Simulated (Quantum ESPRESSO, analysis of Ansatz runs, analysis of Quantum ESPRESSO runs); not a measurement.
# Substitutional N in diamond: charge-transition level, PBE (Quantum ESPRESSO), part 4 of 4

Subject: substitutional N in diamond. Wanted: its charge-transition level, in one set-up (PBE, GBRV 1.5 PBE, 64-site cell, PBE lattice, k: the zone centre alone then 2x2x2 shifted, started with the impurity moved along one bond, dielectric constants 5.7 and 5.7 (handbook)). The model is a cell of 64 host atoms with 1 C taken out and 1 N put in. The level is the Fermi energy at which two charge states have equal formation energy, after a correction for the images of the charge. A local or semilocal functional is the cheapest first rung.

Quantum ESPRESSO 7.5; PBE, GBRV 1.5 PBE, 64-site cell, PBE lattice, k: the zone centre alone then 2x2x2 shifted, started with the impurity moved along one bond, dielectric constants 5.7 and 5.7 (handbook).

So far: Set-up; Relaxation, charge +1; Single point, charge +1; Relaxation, charge 0.

## (5) Single point, charge 0

This step: Quantum ESPRESSO plane-wave DFT, PBE, GBRV 1.5 PBE potentials; single point of a defect supercell.

The input, pw.in:

```
&CONTROL
  calculation = 'scf'
  prefix = 'pwscf'
  outdir = './tmp'
  pseudo_dir = './pseudo'
  tprnfor = .true.
  disk_io = 'low'
/
&SYSTEM
  ibrav = 0
  nat = 64
  ntyp = 2
  ecutwfc = 45
  ecutrho = 360
  nbnd = 133
  occupations = 'smearing'
  smearing = 'fd'
  degauss = 0.00073499
  nspin = 2
  starting_magnetization(1) = 0.125
  starting_magnetization(2) = 0.1
  tot_magnetization = 1
  nosym = .true.
/
&ELECTRONS
  conv_thr = 6d-08
  electron_maxstep = 100
  mixing_beta = 0.3
/
ATOMIC_SPECIES
C     12.0110 c_pbe_v1.2.uspp.F.UPF
N     14.0070 n_pbe_v1.2.uspp.F.UPF
CELL_PARAMETERS angstrom
   7.1418068620    0.0000000000    0.0000000000
   0.0000000000    7.1418068620    0.0000000000
   0.0000000000    0.0000000000    7.1418068620
ATOMIC_POSITIONS crystal
C     -0.0027122803   -0.0022326079    0.2492859125
C     -0.0027308628    0.2499396561   -0.0028715164
[... 1 atom line left out ...]
C      0.2302096453    0.2306958633    0.2300617137
C      0.1226206675    0.1231033028    0.3714108104
[... 2 atom lines left out ...]
N      0.3920847555    0.3925717827    0.3919466926
[... 5 atom lines left out ...]
C      0.1276335031    0.3747198209    0.6234847524
C      0.3742398971    0.1281270617    0.6234707816
[... 5 atom lines left out ...]
C      0.1276334672    0.6240945848    0.3740967944
[... 1 atom line left out ...]
C      0.3742459048    0.6240904312    0.1275002620
[... 3 atom lines left out ...]
C      0.2563371814    0.5032412873    0.5026212208
[... 9 atom lines left out ...]
C      0.6235963188    0.1281307049    0.3740917623
C      0.6236220003    0.3747269925    0.1274909110
[... 3 atom lines left out ...]
C      0.5027661514    0.2568484313    0.5026185081
[... 6 atom lines left out ...]
C      0.5027764611    0.5032362131    0.2562039057
[... 14 atom lines left out ...]
C      0.8749099109    0.8753814562    0.8747805070
K_POINTS automatic
2 2 2 1 1 1
```

The input, pp_potential.in:

```
&INPUTPP
  prefix = 'pwscf'
  outdir = './tmp'
  filplot = 'potential.dat'
  plot_num = 11
/
&PLOT
  nfile = 1
  filepp(1) = 'potential.dat'
  iflag = 3
  output_format = 6
  fileout = 'potential.cube'
/
```

Command:

```console
OMP_NUM_THREADS=1 mpirun -n 4 pw.x -nk 2 -in pw.in > pw.out
OMP_NUM_THREADS=1 mpirun -n 4 pp.x -in pp_potential.in > pp_potential.out
```

What it wrote:

```text
[banner, memory and clock lines left out]
          URL

     bravais-lattice index     =            0
     lattice parameter (alat)  =      13.4961  a.u.
     unit-cell volume          =    2458.2209 (a.u.)^3
     number of atoms/cell      =           64
     number of atomic types    =            2
     number of electrons       =       257.00 (up: 129.00, down: 128.00)
     number of Kohn-Sham states=          133
     kinetic-energy cutoff     =      45.0000  Ry
     charge density cutoff     =     360.0000  Ry
     scf convergence threshold =      6.0E-08
     mixing beta               =       0.3000
     number of iterations used =            8  plain     mixing
     Exchange-correlation= SLA  PW   PBE  PBE
                           (   1   4   3   4   0   0   0)

     celldm(1)=  13.496059  celldm(2)=   0.000000  celldm(3)=   0.000000
     celldm(4)=   0.000000  celldm(5)=   0.000000  celldm(6)=   0.000000

     crystal axes: (cart. coord. in units of alat)
               a(1) = (   1.000000   0.000000   0.000000 )
               a(2) = (   0.000000   1.000000   0.000000 )
               a(3) = (   0.000000   0.000000   1.000000 )

     reciprocal axes: (cart. coord. in units 2 pi/alat)
               b(1) = (  1.000000  0.000000  0.000000 )
               b(2) = (  0.000000  1.000000  0.000000 )
               b(3) = (  0.000000  0.000000  1.000000 )

     PseudoPot. # 1 for C  read from file:
     c_pbe_v1.2.uspp.F.UPF
     Pseudo is Ultrasoft + core correction, Zval =  4.0
     Generated by new atomic code, or converted to UPF format
     Using radial grid of  721 points,  4 beta functions with:
                l(1) =   0
                l(2) =   0
                l(3) =   1
                l(4) =   1
     Q(r) pseudized with  8 coefficients,  rinner =    1.100   1.100   1.100

     PseudoPot. # 2 for N  read from file:
     n_pbe_v1.2.uspp.F.UPF
     Pseudo is Ultrasoft + core correction, Zval =  5.0
     Generated by new atomic code, or converted to UPF format
     Using radial grid of  729 points,  4 beta functions with:
                l(1) =   0
                l(2) =   0
                l(3) =   1
                l(4) =   1
     Q(r) pseudized with  8 coefficients,  rinner =    0.900   0.900   0.900

     atomic species   valence    mass     pseudopotential
     C                 4.00    12.01100     C ( 1.00)
     N                 5.00    14.00700     N ( 1.00)

     Starting magnetic structure
     atomic species   magnetization
     C               0.125
     N               0.100

     No symmetry found

   Cartesian axes

     site n.     atom                  positions (alat units)
         1        C      tau(   1) = (  -0.0027123  -0.0022326   0.2492859  )
         2        C      tau(   2) = (  -0.0027309   0.2499397  -0.0028715  )
         3        C      tau(   3) = (   0.2494674  -0.0022293  -0.0028686  )
         4        C      tau(   4) = (   0.2302096   0.2306959   0.2300617  )
         5        C      tau(   5) = (   0.1226207   0.1231033   0.3714108  )
         6        C      tau(   6) = (   0.1226152   0.3720235   0.1224916  )
         7        C      tau(   7) = (   0.3715665   0.1231033   0.1224897  )
         8        N      tau(   8) = (   0.3920848   0.3925718   0.3919467  )
         9        C      tau(   9) = (  -0.0001456   0.0003007   0.7488498  )
        10        C      tau(  10) = (   0.0012243   0.2505978   0.4984053  )
        11        C      tau(  11) = (   0.2501040   0.0017079   0.4984110  )
[...]
60        C      tau(  60) = (   0.7504065   0.7508867   0.7502789  )
        61        C      tau(  61) = (   0.6253510   0.6258467   0.8763819  )
        62        C      tau(  62) = (   0.6253770   0.8769941   0.6252178  )
        63        C      tau(  63) = (   0.8765392   0.6258666   0.6252456  )
        64        C      tau(  64) = (   0.8749099   0.8753815   0.8747805  )

     number of k points=     4  Fermi-Dirac smearing, width (Ry)=  0.0007
                       cart. coord. in units 2pi/alat
        k(    1) = (   0.2500000   0.2500000   0.2500000), wk =   0.2500000
        k(    2) = (   0.2500000   0.2500000  -0.2500000), wk =   0.2500000
        k(    3) = (   0.2500000  -0.2500000   0.2500000), wk =   0.2500000
        k(    4) = (   0.2500000  -0.2500000  -0.2500000), wk =   0.2500000

     Dense  grid:   283241 G-vectors     FFT dimensions: (  81,  81,  81)

     Smooth grid:   100377 G-vectors     FFT dimensions: (  60,  60,  60)

     Generating pointlists ...
     new r_m :   0.0855 (alat units)  1.1533 (a.u.) for type    1
     new r_m :   0.0855 (alat units)  1.1533 (a.u.) for type    2

     Initial potential from superposition of free atoms

     starting charge     256.9974, renormalised to     257.0000
     Starting wfcs are  256 randomized atomic wfcs

     Self-consistent Calculation

     iteration #  1     ecut=    45.00 Ry     beta= 0.30
     Davidson diagonalization with overlap
     ethr =  1.00E-02,  avg # of iterations =  2.0

     total energy              =    -743.34140372 Ry
     estimated scf accuracy    <       3.86082783 Ry

     total magnetization       =     1.00 Bohr mag/cell
     absolute magnetization    =     1.29 Bohr mag/cell

[...]
total energy              =    -743.14454323 Ry
     estimated scf accuracy    <       0.00000232 Ry

     total magnetization       =     1.00 Bohr mag/cell
     absolute magnetization    =     1.12 Bohr mag/cell

     iteration # 11     ecut=    45.00 Ry     beta= 0.30
     Davidson diagonalization with overlap
     ethr =  9.04E-10,  avg # of iterations =  4.0

     total energy              =    -743.14454384 Ry
     estimated scf accuracy    <       0.00000084 Ry

     total magnetization       =     1.00 Bohr mag/cell
     absolute magnetization    =     1.12 Bohr mag/cell

     iteration # 12     ecut=    45.00 Ry     beta= 0.30
     Davidson diagonalization with overlap
     ethr =  3.28E-10,  avg # of iterations =  4.0

     total energy              =    -743.14454429 Ry
     estimated scf accuracy    <       0.00000016 Ry

     total magnetization       =     1.00 Bohr mag/cell
     absolute magnetization    =     1.12 Bohr mag/cell

     iteration # 13     ecut=    45.00 Ry     beta= 0.30
     Davidson diagonalization with overlap
     ethr =  6.32E-11,  avg # of iterations =  3.1

     Magnetic moment per site  (integrated on atomic sphere of radius R)
     atom   1 (R=0.085)  charge=  1.8270  magn=  0.0140
     atom   2 (R=0.085)  charge=  1.8274  magn=  0.0140
     atom   3 (R=0.085)  charge=  1.8271  magn=  0.0140
     atom   4 (R=0.085)  charge=  1.8583  magn=  0.2875
     atom   5 (R=0.085)  charge=  1.8358  magn= -0.0094
     atom   6 (R=0.085)  charge=  1.8365  magn= -0.0094
     atom   7 (R=0.085)  charge=  1.8360  magn= -0.0094
     atom   8 (R=0.085)  charge=  2.9095  magn=  0.1428
     atom   9 (R=0.085)  charge=  1.8218  magn=  0.0005
     atom  10 (R=0.085)  charge=  1.8172  magn=  0.0045
[...]
atom  60 (R=0.085)  charge=  1.8176  magn=  0.0003
     atom  61 (R=0.085)  charge=  1.8231  magn= -0.0001
     atom  62 (R=0.085)  charge=  1.8232  magn= -0.0001
     atom  63 (R=0.085)  charge=  1.8231  magn= -0.0001
     atom  64 (R=0.085)  charge=  1.8186  magn=  0.0001

     End of self-consistent calculation

 ------ SPIN UP ------------

          k = 0.2500 0.2500 0.2500 ( 12503 PWs)   bands (ev):

    -8.0549  -7.1394  -6.5904  -6.5903  -5.9268  -5.4732  -5.4731  -4.8538
    -4.3617  -4.3615  -4.2718  -3.7416  -3.3901  -3.3899  -3.3196  -3.3194
    -3.2618  -2.6633  -2.4854  -2.4854  -1.8621  -1.4756  -1.4754  -1.1962
    -1.1961  -1.1761  -0.5781  -0.5231  -0.5230  -0.4375  -0.4374  -0.3789
     0.6565   0.7026   0.7027   1.5267   1.6624   1.6626   1.9671   1.9673
     2.0085   2.1309   2.1310   2.1344   2.5276   2.5678   2.5679   2.6450
     3.3121   3.3122   3.3312   3.4397   3.4608   3.4608   4.6552   4.6552
     4.8136   4.8670   4.8762   4.8763   5.3144   5.3628   5.3631   5.4819
     5.5182   5.5185   5.7172   5.7172   5.7393   5.9271   5.9272   6.1277
     6.5768   6.5771   6.8767   6.9024   6.9025   6.9274   6.9693   6.9695
[...]
16.0136  17.9217  18.2097  18.2098  18.4081

          k = 0.2500 0.2500-0.2500 ( 12503 PWs)   bands (ev):

[...]
15.7984  18.0784  18.2088  18.2860  18.4280

          k = 0.2500-0.2500 0.2500 ( 12503 PWs)   bands (ev):

[...]
15.7985  18.0782  18.2089  18.2860  18.4281

          k = 0.2500-0.2500-0.2500 ( 12503 PWs)   bands (ev):

[...]
15.7985  18.0784  18.2089  18.2859  18.4280

 ------ SPIN DOWN ----------

          k = 0.2500 0.2500 0.2500 ( 12503 PWs)   bands (ev):

[...]
17.2142  18.0065  18.2179  18.2180  18.4208

          k = 0.2500 0.2500-0.2500 ( 12503 PWs)   bands (ev):

[...]
16.9663  18.1281  18.2165  18.3051  18.4420

          k = 0.2500-0.2500 0.2500 ( 12503 PWs)   bands (ev):

[...]
16.9664  18.1279  18.2167  18.3051  18.4421

          k = 0.2500-0.2500-0.2500 ( 12503 PWs)   bands (ev):

[...]
7.9690   8.0489   8.1252   8.1573   8.2542   8.3622   8.4317   8.4352
     8.7111   8.8636   8.8686   8.9652   8.9739   9.0559   9.0742   9.0987
     9.1421   9.1760   9.1841   9.2140   9.2200   9.2488   9.4186   9.6639
     9.7723   9.8901  10.2862  10.4004  10.4869  10.6961  10.7784  10.9118
    11.1005  11.2148  11.2569  11.3567  11.4339  11.7292  12.5461  12.7887
    16.9664  18.1281  18.2167  18.3050  18.4420

     the spin up/dw Fermi energies are    16.8736   15.2050 ev

!    total energy              =    -743.14454437 Ry
     estimated scf accuracy    <       0.00000003 Ry
     smearing contrib. (-TS)   =       0.00000000 Ry
     internal energy E=F+TS    =    -743.14454437 Ry

     The total energy is F=E-TS. E is the sum of the following terms:
     one-electron contribution =     252.93951446 Ry
     hartree contribution      =      64.63184964 Ry
     xc contribution           =    -237.52421167 Ry
     ewald contribution        =    -823.19169679 Ry

     total magnetization       =     1.00 Bohr mag/cell
     absolute magnetization    =     1.12 Bohr mag/cell

     convergence has been achieved in  13 iterations

     Forces acting on atoms (cartesian axes, Ry/au):

     atom    1 type  1   force =    -0.00157317   -0.00162501    0.00355732
     atom    2 type  1   force =    -0.00146484    0.00332984   -0.00143929
     atom    3 type  1   force =     0.00332996   -0.00162605   -0.00152636
     atom    4 type  1   force =    -0.00486551   -0.00500661   -0.00478449
     atom    5 type  1   force =     0.00033050    0.00033430   -0.00023843
     atom    6 type  1   force =     0.00021492    0.00003489    0.00011332
     atom    7 type  1   force =    -0.00020689    0.00030433    0.00016224
     atom    8 type  2   force =     0.00889962    0.00883227    0.00882319
     atom    9 type  1   force =     0.00008835    0.00030222    0.00033632
     atom   10 type  1   force =    -0.00010428   -0.00234543   -0.00025029
[...]
atom   60 type  1   force =     0.00013752    0.00015071    0.00003135
     atom   61 type  1   force =     0.00035841    0.00029611   -0.00042095
     atom   62 type  1   force =     0.00020080   -0.00033513    0.00019712
     atom   63 type  1   force =    -0.00051492    0.00014131    0.00014889
     atom   64 type  1   force =     0.00059741    0.00051758    0.00047706

     Total force =     0.024837     Total SCF correction =     0.000368
```

Wall time 3.4 min (4 MPI ranks of Arm Neoverse V1, shared host); peak memory 1.2 GiB; 14 min of CPU time.

This step gave:

```
total moment                          : 1.000 μB
integral of the absolute spin density : 1.125 μB
```

## (6) Charge-transition levels

Analysis of the runs above: levels from Quantum ESPRESSO plane-wave DFT, PBE, GBRV 1.5 PBE potentials energies with an image-charge correction aligned at atomic sites (own code after Kumagai and Oba).

It gives:

- gap: 4.143 eV

## (7) Outcome

```json
{
  "static dielectric constant used": "5.7",
  "band gap of the host": "4.14 eV",
  "(plus 1/0) level below the conduction-band bottom": "1.32 eV"
}
```

**Reading.** (+1/0) level below the conduction-band bottom: computed 1.32 eV, measured 1.7 eV; 0.38 eV shallower than the measurement. The level is counted in a gap of 4.14 eV, and the correction is screened by a dielectric constant of 5.7 from a handbook. Levels hang on the band edges, which semilocal functionals place too close together. Limits: the periodic copies of the defect are only 7.1 Å apart.

[Logs are printed without paths, hosts, clocks, repeated set-up lines and the standing remarks that a program may print on its own settings, such as how far it seeks lower states.]

[Hosts, paths, dates, database ids (printed as entryN), source tags and the programs' standing remarks are cut or masked in the printed files.]

[For some hosts the program warned that the k-mesh of the response run may be too coarse for force constants and the static dielectric constant; such warnings are not shown here.]
